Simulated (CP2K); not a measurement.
Two runs for the O K edge of formaldehyde. Run A: CP2K XAS_TDP, all-electron GAPW, PBEh(45%), aug-cc-pVTZ, TDA, no relativity. Run B differs in one setting.

First lines with a strength over 0.0015. A:

| atom | energy (eV) | states | strength, one atom |
| --- | --- | --- | --- |
| O2 (bonded to C) | 525.76 | 1 | 0.0503 |
|  | 534.16 | 1 | 0.0064 |
|  | 534.44 | 1 | 0.0099 |
|  | 534.83 | 1 | 0.0081 |
|  | 535.12 | 1 | 0.0058 |

B:

| atom | energy (eV) | states | strength, one atom |
| --- | --- | --- | --- |
| O2 (bonded to C) | 508.67 | 1 | 0.0322 |
|  | 514.29 | 1 | 0.0025 |
|  | 514.43 | 1 | 0.0069 |
|  | 514.88 | 1 | 0.0068 |
|  | 519.66 | 1 | 0.0046 |

Which was it: the basis, scalar relativity switched on, the functional, GW2X switched on?

The functional (functional from PBEh(45%) to PBE; the lines alone don't name the new value). A functional moves all lines by electronvolts and changes their spacings and strengths. Against PBEh(45%) in aug-cc-pVTZ, the leading line moves by -17.09 eV, to 508.67 eV; the strength of O2's goes from 0.0503 to 0.0322. The next line of O2 over the strength cut lies 5.62 eV higher, against 8.40.

[Hosts, paths, dates, database ids (printed as entryN), source tags and the programs' standing remarks are cut or masked in the printed files.]
